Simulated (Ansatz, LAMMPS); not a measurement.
# Li+ BF4- in gamma-butyrolactone and acetonitrile and diethyl carbonate at 480 K (102 atoms): a single point

What does DFT give for Li+ BF4- in gamma-butyrolactone and acetonitrile and diethyl carbonate at 480 K (102 atoms) as built?

Method: Kohn-Sham DFT, r2SCAN+D3(BJ), PAW (set soft_2), plane waves, in Ansatz 0.2.0.

## Step 1: The system as given

The cell holds 102 atoms: 30 C, 12 O, 50 H, 4 N, 1 B, 4 F and 1 Li. Its edges and angles: a = 10.918 Å, b = 10.918 Å, c = 10.918 Å, α = 90.0°, β = 90.0°, γ = 90.0°. 3 gamma-butyrolactone, 4 acetonitrile, 2 diethyl carbonate, 1 Li+, 1 BF4- placed at random, at 0.96 g/cm³; overlaps pushed apart, then 10 ps at 550 K with stiff harmonic cages for PF6 and BF4 with UFF radii; Joung-Cheatham ions (J. Phys. Chem. B 112, 9020 (2008)); MMFF94 bonds, angles, torsions, charges and radii (Halgren, J. Comput. Chem. 17, 490 (1996)) in harmonic and 12-6 forms; charges of ions scaled by 0.8. Snapshot after 30 ps at 480 K and fixed volume.

Limits known from the start: The network of contacts between molecules at the start is that of the classical potential that made the cell, and needn't be the one that DFT or experiment would give. The density was typed from a rule of thumb and may lie off the real one at this temperature. Sampling is at Γ alone, for a cell whose shortest periodic width is 11 Å.

## Step 2: How the cell was made

A classical potential makes the cell, at a small fraction of what the same run would cost in DFT.

This step: classical MD, stiff harmonic cages for PF6 and BF4 with UFF radii; Joung-Cheatham ions (J. Phys. Chem. B 112, 9020 (2008)); MMFF94 bonds, angles, torsions, charges and radii (Halgren, J. Comput. Chem. 17, 490 (1996)) in harmonic and 12-6 forms; charges of ions scaled by 0.8 (LAMMPS 22 Jul 2025 - Update 4).

Input file in.lmp:

```
# Li+ BF4- in gamma-butyrolactone and acetonitrile and diethyl carbonate
units real
atom_style full
boundary p p p
bond_style harmonic
angle_style harmonic
dihedral_style opls
improper_style harmonic
special_bonds lj 0 0 0.5 coul 0 0 0.75
read_data data.lmp
neigh_modify delay 0 every 1 check yes one 4000
comm_modify cutoff 12.0
timestep 0.5
thermo_style custom step time temp pe press density
thermo_modify norm yes
# push overlapping molecules apart
pair_style soft 2.6
pair_coeff * * 0.0
variable a equal ramp(1,60)
fix ad all adapt 1 pair soft a * * v_a
velocity all create 550 812181 mom yes dist gaussian
fix lim all nve/limit 0.03
fix lan all langevin 550 550 50 812182 zero yes
thermo 1000
run 3000 post no
unfix ad
pair_style lj/cut/coul/long 9.0
pair_modify mix arithmetic tail yes
pair_coeff 1 1 0.0678 3.3680   # C
pair_coeff 2 2 0.0763 3.0430   # O
pair_coeff 3 3 0.0678 3.4070   # C
pair_coeff 4 4 0.0763 2.9870   # O
pair_coeff 5 5 0.0216 2.5400   # H
pair_coeff 6 6 0.0678 3.5530   # C
# [... 22 lines left out ...]
compute msd all msd com yes
thermo 7500
fix md all nvt temp 480 480 100
run 30000 post no
print "== T480: mean square displacement over the hold $(c_msd[4]:%.2f) A^2"
unfix md
uncompute msd
write_dump all custom T480.dump id type xs ys zs modify sort id
```

Launch:

```
lmp -in in.lmp -log none -nocite
```

The program printed:

```text
LAMMPS (22 Jul 2025 - Update 4)
Reading data file ...
  orthogonal box = (0 0 0) to (10.91841 10.91841 10.91841)
  102 atoms
  orthogonal box = (0 0 0) to (10.91841 10.91841 10.91841)
  100 bonds
  152 angles
  140 dihedrals
  5 impropers
WARNING: Bond/angle/dihedral extent > half of periodic box length
   Step          Time           Temp          PotEng         Press         Density
         0   0              550            0.040347943    2878.0344      0.96000029
      1000   500            514.60813      1.4282844      8068.0656      0.96000029
      2000   1000           495.75219      1.2817831      1537.4156      0.96000029
      3000   1500           514.52558      1.4580183      7361.982       0.96000029
WARNING: Bond/angle/dihedral extent > half of periodic box length
Loop time of 0.224549 s on 1 MPI rank(s) for 3000 steps with 102 atoms
PPPM initialization ...
  G vector (1/distance) = 0.28890168
  grid = 6 6 6
  estimated relative force accuracy = 3.0131478e-05
WARNING: Bond/angle/dihedral extent > half of periodic box length
   Step          Time           Temp          PotEng         Press         Density
      3000   1500           514.52558     -0.93593366    -5198.0715      0.96000029
[... 17 lines left out ...]
Loop time of 0.739281 s on 1 MPI rank(s) for 2000 steps with 102 atoms
WARNING: Bond/angle/dihedral extent > half of periodic box length
   Step          Time           Temp          PotEng         Press         Density
      2000   1000           510.83749     -1.8911635     -3984.509       0.96000029
[... 5 lines left out ...]
WARNING: Bond/angle/dihedral extent > half of periodic box length
Loop time of 3.91711 s on 1 MPI rank(s) for 10000 steps with 102 atoms
WARNING: Bond/angle/dihedral extent > half of periodic box length
   Step          Time           Temp          PotEng         Press         Density
[... 4 lines left out ...]
WARNING: Bond/angle/dihedral extent > half of periodic box length
Loop time of 1.96266 s on 1 MPI rank(s) for 5000 steps with 102 atoms
WARNING: Bond/angle/dihedral extent > half of periodic box length
   Step          Time           Temp          PotEng         Press         Density
[... 2 lines left out ...]
     30000   29000          454.13188     -1.9916395     -5113.3088      0.96000029
     37500   36500          458.16084     -1.8909836     -7023.4482      0.96000029
     45000   44000          506.88521     -1.8551078     -5638.5901      0.96000029
     47000   46000          443.23247     -1.9077847      11671.238      0.96000029
WARNING: Bond/angle/dihedral extent > half of periodic box length
Loop time of 11.715 s on 1 MPI rank(s) for 30000 steps with 102 atoms
== T480: mean square displacement over the hold 31.75 A^2
```

The job ended after 19 s (1 thread of Arm Neoverse V1, shared host; peak memory 0.13 GiB).

The input also reads data.lmp (atoms, bonds and types; not printed here).

## Step 3: Plane-wave single point

One self-consistent run at the given positions yields energy and forces.

Input file input.yaml:

```yaml
crystal:
  lattice:
    - [10.91841, 0.0, 0.0]
    - [0.0, 10.91841, 0.0]
    - [0.0, 0.0, 10.91841]
  atoms:
    - { symbol: C, position: [0.02081, 0.77581, 0.28189] }
    - { symbol: C, position: [0.09419, 0.65337, 0.27601] }
    - { symbol: O, position: [0.13748, 0.61498, 0.39148] }
    - { symbol: C, position: [0.24412, 0.67171, 0.42132] }
    - { symbol: O, position: [0.28927, 0.75277, 0.36147] }
    - { symbol: O, position: [0.27921, 0.61588, 0.5299] }
    - { symbol: C, position: [0.39721, 0.65132, 0.56994] }
    - { symbol: C, position: [0.41221, 0.64653, 0.7093] }
    - { symbol: H, position: [0.07444, 0.85298, 0.31218] }
    - { symbol: H, position: [0.95257, 0.77483, 0.35506] }
    - { symbol: H, position: [0.97049, 0.82035, 0.20534] }
    - { symbol: H, position: [0.17082, 0.64737, 0.2154] }
    - { symbol: H, position: [0.02932, 0.58349, 0.24904] }
    - { symbol: H, position: [0.46342, 0.59392, 0.52031] }
    - { symbol: H, position: [0.405, 0.75464, 0.55116] }
    - { symbol: H, position: [0.35828, 0.72481, 0.7421] }
    - { symbol: H, position: [0.5138, 0.66069, 0.73057] }
    - { symbol: H, position: [0.39104, 0.55964, 0.74798] }
    - { symbol: C, position: [0.42627, 0.07692, 0.47124] }
    - { symbol: C, position: [0.40812, 0.14099, 0.34454] }
    - { symbol: O, position: [0.44713, 0.26406, 0.36006] }
    - { symbol: C, position: [0.46809, 0.32137, 0.24703] }
    - { symbol: O, position: [0.4582, 0.26978, 0.14671] }
    - { symbol: O, position: [0.4873, 0.44054, 0.26307] }
    - { symbol: C, position: [0.51812, 0.50791, 0.15303] }
    - { symbol: C, position: [0.40811, 0.53091, 0.07257] }
    - { symbol: H, position: [0.37151, 0.09899, 0.54798] }
    - { symbol: H, position: [0.52321, 0.10633, 0.49557] }
    - { symbol: H, position: [0.43147, 0.98144, 0.45193] }
    - { symbol: H, position: [0.31527, 0.13231, 0.30785] }
    - { symbol: H, position: [0.46699, 0.09765, 0.28416] }
    - { symbol: H, position: [0.52195, 0.60708, 0.17783] }
    - { symbol: H, position: [0.60631, 0.47185, 0.11163] }
    - { symbol: H, position: [0.3427, 0.57815, 0.12163] }
    - { symbol: H, position: [0.37161, 0.44366, 0.04422] }
    - { symbol: H, position: [0.43211, 0.58191, 0.98324] }
    - { symbol: O, position: [0.68883, 0.93368, 0.67309] }
    - { symbol: C, position: [0.71138, 0.92701, 0.5651] }
    - { symbol: C, position: [0.80139, 0.99201, 0.49733] }
    - { symbol: C, position: [0.74529, 0.98149, 0.37755] }
    - { symbol: C, position: [0.70079, 0.85345, 0.37497] }
    - { symbol: O, position: [0.6601, 0.84096, 0.49514] }
    - { symbol: H, position: [0.80576, 0.09364, 0.52246] }
    - { symbol: H, position: [0.8893, 0.94744, 0.51071] }
    - { symbol: H, position: [0.66742, 0.04643, 0.37808] }
    - { symbol: H, position: [0.79435, 0.9932, 0.2976] }
    - { symbol: H, position: [0.62831, 0.83226, 0.31949] }
    - { symbol: H, position: [0.77535, 0.78224, 0.37054] }
    - { symbol: O, position: [0.58662, 0.02326, 0.94149] }
    - { symbol: C, position: [0.50481, 0.98854, 0.0064] }
    - { symbol: C, position: [0.38084, 0.94318, 0.96012] }
    - { symbol: C, position: [0.34631, 0.8447, 0.04267] }
    - { symbol: C, position: [0.41042, 0.89387, 0.15945] }
    - { symbol: O, position: [0.51778, 0.95025, 0.12444] }
    - { symbol: H, position: [0.32957, 0.02397, 0.97124] }
    - { symbol: H, position: [0.37748, 0.90335, 0.8659] }
    - { symbol: H, position: [0.25615, 0.83325, 0.06186] }
    - { symbol: H, position: [0.39039, 0.7583, 0.01496] }
    - { symbol: H, position: [0.35002, 0.97178, 0.19967] }
    - { symbol: H, position: [0.43416, 0.81964, 0.2275] }
    - { symbol: O, position: [0.89416, 0.27695, 0.30123] }
    - { symbol: C, position: [0.98494, 0.26063, 0.23332] }
    - { symbol: C, position: [0.02641, 0.14643, 0.17025] }
    - { symbol: C, position: [0.13986, 0.18048, 0.09553] }
    - { symbol: C, position: [0.14889, 0.31691, 0.12684] }
    - { symbol: O, position: [0.05188, 0.35714, 0.20237] }
    - { symbol: H, position: [0.0444, 0.07568, 0.23734] }
    - { symbol: H, position: [0.95991, 0.1169, 0.10913] }
    - { symbol: H, position: [0.22147, 0.13022, 0.12441] }
    - { symbol: H, position: [0.1311, 0.16655, 0.99785] }
    - { symbol: H, position: [0.23094, 0.32324, 0.1761] }
    - { symbol: H, position: [0.15681, 0.36426, 0.03683] }
    - { symbol: C, position: [0.09577, 0.68184, 0.87201] }
    - { symbol: C, position: [0.09165, 0.80814, 0.83471] }
    - { symbol: "N", position: [0.10185, 0.91204, 0.81749] }
    - { symbol: H, position: [0.19257, 0.65399, 0.85107] }
    - { symbol: H, position: [0.04477, 0.62525, 0.8306] }
    - { symbol: H, position: [0.07863, 0.6621, 0.96905] }
    [... 18 atom lines left out ...]
    - { symbol: B, position: [0.75619, 0.73242, 0.97236] }
    - { symbol: F, position: [0.82522, 0.62741, 0.98687] }
    - { symbol: F, position: [0.63714, 0.7012, 0.92947] }
    - { symbol: F, position: [0.80278, 0.82069, 0.89709] }
    - { symbol: F, position: [0.73222, 0.79199, 0.08795] }
    - { symbol: Li, position: [0.71836, 0.9653, 0.83695] }
kpoints:
  mp_grid: { grid: [1, 1, 1] }
hamiltonian:
  xc: r2scan
  dispersion: d3bj
scf:
  occupations: { method: fixed }
output:
  forces: true
  stress: true
  populations: true
  dos:
    method: { smearing: { sigma: 0.08 } }
    de: 0.1
    projected: { site_lists: { B: [B], C: [C], F: [F], H: [H], Li: [Li] } }
  eigenvalues: true
  write_density: true
  write_potential: true
  volumetric_format: npy
```

Launch:

```
ansatz run input.yaml --threads 8 --pin off --max-ram 15872MiB --backend cpu --events-out ev --progress --plain --runs-dir out
```

The program printed:

```text
Warning: the engine holds no damping parameters fitted to this dispersion correction and functional, so the run takes those fitted to r2scan beside the three-body term, which d3bj leaves out (hamiltonian.dispersion, under Limitations)
Engine: ansatz 0.2.0, aarch64-unknown-linux-gnu
Pseudopotentials: kind: paw
Pseudopotential: C, paw, valence charge 4, recommended cutoff 500 eV (meta_gga), C.paw.azcp
Pseudopotential: O, paw, valence charge 6, recommended cutoff 500 eV (meta_gga), O.paw.azcp
Pseudopotential: H, paw, valence charge 1, recommended cutoff 500 eV (meta_gga), H.paw.azcp
Pseudopotential: N, paw, valence charge 5, recommended cutoff 500 eV (meta_gga), N.paw.azcp
Pseudopotential: B, paw, valence charge 3, recommended cutoff 500 eV (meta_gga), B.paw.azcp
Pseudopotential: F, paw, valence charge 7, recommended cutoff 500 eV (meta_gga), F.paw.azcp
Pseudopotential: Li, paw, valence charge 3, recommended cutoff 500 eV (meta_gga), Li.paw.azcp
[... 6 lines on functional and potentials left out ...]
Crystal: 102 atoms, lattice volume = 1301.602 Å³
Basis set: ecut = 500 eV, 33059 PW (Γ), exchange–correlation on 320×320×320 points (64 copies of the dense FFT grid, shifted against one another)
Bands: 250, of which v1, the nominal top of the filled ones, is band 148 counted from 1 (147 counted from 0)
Symmetry: 1 space group operations
Space group: P1 (ITA 1), of the structure as read, at distance tolerance 1.1e-4 Å
k-points: 1
[... 20 lines on functional and potentials left out ...]
Initial density: superposition of atomic densities (neutral atoms: chi_scale 0, normalization atom), corrected by the library's trained network
Initial wavefunctions: pseudopotential atomic-orbital guess
Functional: x = r2scan, c = r2scan; τ floored in thin density (d = 2e-4 eV/Å³)
SCF iter   1: F=—  HF=-20312.583360 eV  |F-HF|=—  |Δ(HF+E_count)|=         —  Δρ=8.35e-3  dr2=9.70e-1  dr2_τ=9.33e0  ethr=1.77e-3  ⟨swp⟩=5.0  Hψ=879  notcnv=0  defer=98
preconditioner: auto → Resta (q_TF=auto, 2.132 Å⁻¹)  ε∞=2.2  [insulator: Δε(μ)=5.391 eV  Ē_g=15.374 eV  n_scr=202 (ndim 8)  ℏωp=16.8 eV  f_vac=0.323  ε∞_Penn≈2.2]
SCF iter   2: F=—  HF=-20311.663932 eV  |F-HF|=—  |Δ(HF+E_count)|=   9.19e-1  Δρ=4.54e-3  dr2=1.81e-1  dr2_τ=4.07e-2  ethr=3.28e-4  ⟨swp⟩=3.0  Hψ=437  notcnv=0  defer=100
SCF iter   3: F=—  HF=-20311.646317 eV  |F-HF|=—  |Δ(HF+E_count)|=   1.76e-2  Δρ=2.00e-3  dr2=5.38e-2  dr2_τ=5.42e-3  ethr=6.11e-5  ⟨swp⟩=3.0  Hψ=291  notcnv=0  defer=100
SCF iter   4: F=—  HF=-20311.646504 eV  |F-HF|=—  |Δ(HF+E_count)|=   1.87e-4  Δρ=6.33e-4  dr2=7.52e-3  dr2_τ=1.01e-3  ethr=1.82e-5  ⟨swp⟩=2.0  Hψ=424  notcnv=0  defer=100
SCF iter   5: F=—  HF=-20311.648785 eV  |F-HF|=—  |Δ(HF+E_count)|=   2.28e-3  Δρ=2.80e-4  dr2=1.36e-3  dr2_τ=1.31e-4  ethr=2.54e-6  ⟨swp⟩=3.0  Hψ=297  notcnv=0  defer=100
SCF iter   6: F=—  HF=-20311.650089 eV  |F-HF|=—  |Δ(HF+E_count)|=   1.30e-3  Δρ=1.30e-4  dr2=2.50e-4  dr2_τ=2.90e-5  ethr=4.60e-7  ⟨swp⟩=2.0  Hψ=296  notcnv=0  defer=100
SCF iter   7: F=—  HF=-20311.650402 eV  |F-HF|=—  |Δ(HF+E_count)|=   3.13e-4  Δρ=6.43e-5  dr2=5.31e-5  dr2_τ=7.43e-6  ethr=8.44e-8  ⟨swp⟩=2.0  Hψ=296  notcnv=0  defer=100
SCF iter   8: F=—  HF=-20311.650460 eV  |F-HF|=—  |Δ(HF+E_count)|=   5.87e-5  Δρ=1.87e-5  dr2=5.15e-6  dr2_τ=5.43e-7  ethr=1.79e-8  ⟨swp⟩=2.0  Hψ=394  notcnv=0  defer=100
SCF iter   9: F=—  HF=-20311.650478 eV  |F-HF|=—  |Δ(HF+E_count)|=   1.75e-5  Δρ=7.63e-6  dr2=9.16e-7  dr2_τ=9.97e-8  ethr=1.74e-9  ⟨swp⟩=2.0  Hψ=294  notcnv=0  defer=100
SCF iter  10: F=—  HF=-20311.650481 eV  |F-HF|=—  |Δ(HF+E_count)|=   3.10e-6  Δρ=4.04e-6  dr2=2.30e-7  dr2_τ=2.60e-8  ethr=3.10e-10  ⟨swp⟩=2.0  Hψ=297  notcnv=0  defer=100
SCF iter  11: F=-20311.650482 eV  HF=-20311.650481 eV  |F-HF|=1.32e-7  |Δ(HF+E_count)|=   5.26e-7  Δρ=1.65e-6  dr2=4.11e-8  dr2_τ=4.94e-9  ethr=3.38e-11  ⟨swp⟩=24.0  Hψ=2680  notcnv=0
SCF 1 converged in 11 iterations: F = -20311.650482 eV  dr2 = 4.11e-8
  greatest PAW one-centre occupation: 0.999 electrons in one spin orbital (limit 2), on the Li atom at site 101 (counted from 0), in its partial waves of l = 0
WARN: The input density's exchange-correlation potential varies sharply where the density is thin. Do not read a vacuum level from v_tot or v_xc, or from such a field of the output density. On a cell that repeats whose density bears no net charge and no dipole along the vacuum's axis use v_es (v_loc + v_h of the components); [...]
SCF converged after 11 iterations
Free energy (F): -20311.650482 eV
Harris-Foulkes:  -20311.650481 eV  (|F-HF|=1.32e-7)
Internal energy: -20311.650482 eV  (E = F + TS)
E sigma→0 (E₀):  -20311.650482 eV
Fermi energy:    -2.577014 eV
--- Per-component energies (eV) ---
  E_band       = -2979.072896
  E_kinetic    = 6956.654370
  E_local      = -27531.780859  (includes V_loc(G=0)·N_el)
  E_nonlocal   = 1925.378548
  E_hartree    = 10578.620346
  E_xc         = -3326.129566
  E_vxc        = -4720.184988  (∫ρ·V_xc dr)
  E_paw        = -6411.100212  (= ΣΔE_a)
  E_vpaw       = -1067.392121  (= ΣTr[D̂ρ^β])
  E_aug_tail   = -0.008096  (compensation charges beyond the density's cutoff)
  E_vtau       = 301.024162  (kinetic-family band-sum trace: ∫τ·v_τ [+ j·A + Jᵃ·Aᵃ] dr)
  E_ewald      = -2499.746830
  E_disp       = -2.149413  (pairwise vdW)
  E_core_change = -1.388770  (= ΣΔE_core)
  E_smearing   = -0.000000  (= −TS)
  E_closure    = 0.000000  (closes the sum)
  Σ components = -20311.650482   (vs F -20311.650482, Δ=0.00e0)
--- Forces (eV/Å), atoms counted from 1 ---
  atom   1  C     -0.00579600     1.03141656     0.47289800
  atom   2  C     -2.19566352     0.57165455    -0.70358979
  atom   3  O      0.89489192     0.52407550     0.67912254
  atom   4  C     -1.32036786    -1.48383421     1.28509923
  atom   5  O      0.63123644    -0.39039257     0.81572853
  atom   6  O     -0.65234057     0.94749185    -1.58344097
  atom   7  C      0.93373482     2.07572524     0.39289180
  atom   8  C      1.50728359     0.78209627    -0.94615259
  atom   9  H      0.99527861     0.13319330     0.19349657
  atom  10  H      0.04881233    -0.73977419    -0.03283277
  atom  11  H      0.44453147    -1.41446651    -0.28294378
  atom  12  H      0.30970956     0.58880611    -0.78039810
  atom  13  H     -0.05886440    -0.29610547    -0.04567874
  atom  14  H      0.04965292     0.46544548     0.11027593
[...]
atom 101  F      0.66571777    -0.50826702    -0.18951352
  atom 102  Li     0.16596244    -0.31275311     0.13878426
  max |Σ_I F_I| component: 1.77e-4 eV/Å
--- Stress (GPa, compression-positive) ---
        1.814960       2.462280       0.319280
        2.462279      -0.120733       0.207544
        0.319282       0.207542       1.146233
  P = ⅓ Tr σ = 0.9468 GPa (9.468 kbar)
--- Band table (eV) ---
  k-point 0: bands = ["-46.1489", "-26.8638", "-25.9655", "-25.7758", [... 234 levels ...], "9.8160", "9.8382", "9.9054", "10.0031", "10.0294", "10.1064", "10.1135", "10.1589", "10.2859", "10.3006", "10.3662", "10.3855"]
--- Löwdin populations: 102 sites ---
  site symbol       q [e]
     0      C      4.4862
     1      C      4.0428
     2      O      6.2813
[...]
101     Li      2.2210
  spilling = 0.013594 (of n_electrons = 296.000000)
```

Run time: 31 s. Hardware: 8 threads of Arm Neoverse V1, shared host; peak memory 3.1 GiB; 3.5 min of CPU time.

The program notes that the exchange-correlation potential is rough where the density is thin. Further notices: dispersion damping borrowed.

Read from the output:

```yaml
free_energy: -20311.6505 eV
free_energy_per_atom: -199.1338 eV/atom
scf_cycles: 11
pressure: 0.9468 GPa
r_m_s_force_component: 1.27 eV/Å
longest_force: 7.294 eV/Å
fermi_energy: -2.577 eV
spacing_of_highest_filled_and_lowest_empty_level: 5.378 eV
spilling_of_the_projection: 0.01359
```

Neighbours are counted within 1.34 Å (H-C), 1.85 Å (C-C), 1.73 Å (C-O), 1.62 Å (C-N), 2.33 Å (O-Li), 1.72 Å (F-B), 2.33 Å (F-Li), 2.43 Å (N-Li).

Length of the force by element and coordination:

```
element  coordination  atoms  mean length of the force (eV/Å)  spread  least   most
      B           all      1                             2.95       0   2.95   2.95
      C           all     30                             2.66    1.26  0.846   7.08
      C             2      4                             1.86    1.06  0.857   3.50
      C             3      5                             2.96   0.860   1.71   4.23
      C             4     21                             2.74    1.31  0.846   7.08
      F           all      4                            0.851   0.433  0.489   1.55
      F             1      3                            0.616   0.172  0.489  0.859
      F             2      1                             1.55       0   1.55   1.55
      H           all     50                             1.47    1.06  0.241   7.29
     Li           all      1                            0.380       0  0.380  0.380
      N           all      4                             1.13    1.16  0.269   3.14
      N             1      3                             1.34    1.28  0.269   3.14
      N             2      1                            0.517       0  0.517  0.517
      O           all     12                             1.76   0.889   0.65   3.02
      O             1      3                             2.04   0.733   1.10   2.89
      O             2      9                             1.67   0.918   0.65   3.02
```

(Continued in part 2 of 2.)

[Long decimals in the printed logs are rounded to 6 places.]

[Logs are printed without paths, hosts, clocks, repeated set-up lines and the standing remarks that a program may print on its own settings, such as how far it seeks lower states.]

[Hosts, paths, dates, database ids (printed as entryN), source tags and the programs' standing remarks are cut or masked in the printed files.]

[The MMFF94 radii named for the starting cell were scaled by 0.96; in molecules described by MMFF94, hydrogen bound to N, O or S took a small fixed 12-6 site in their place.]
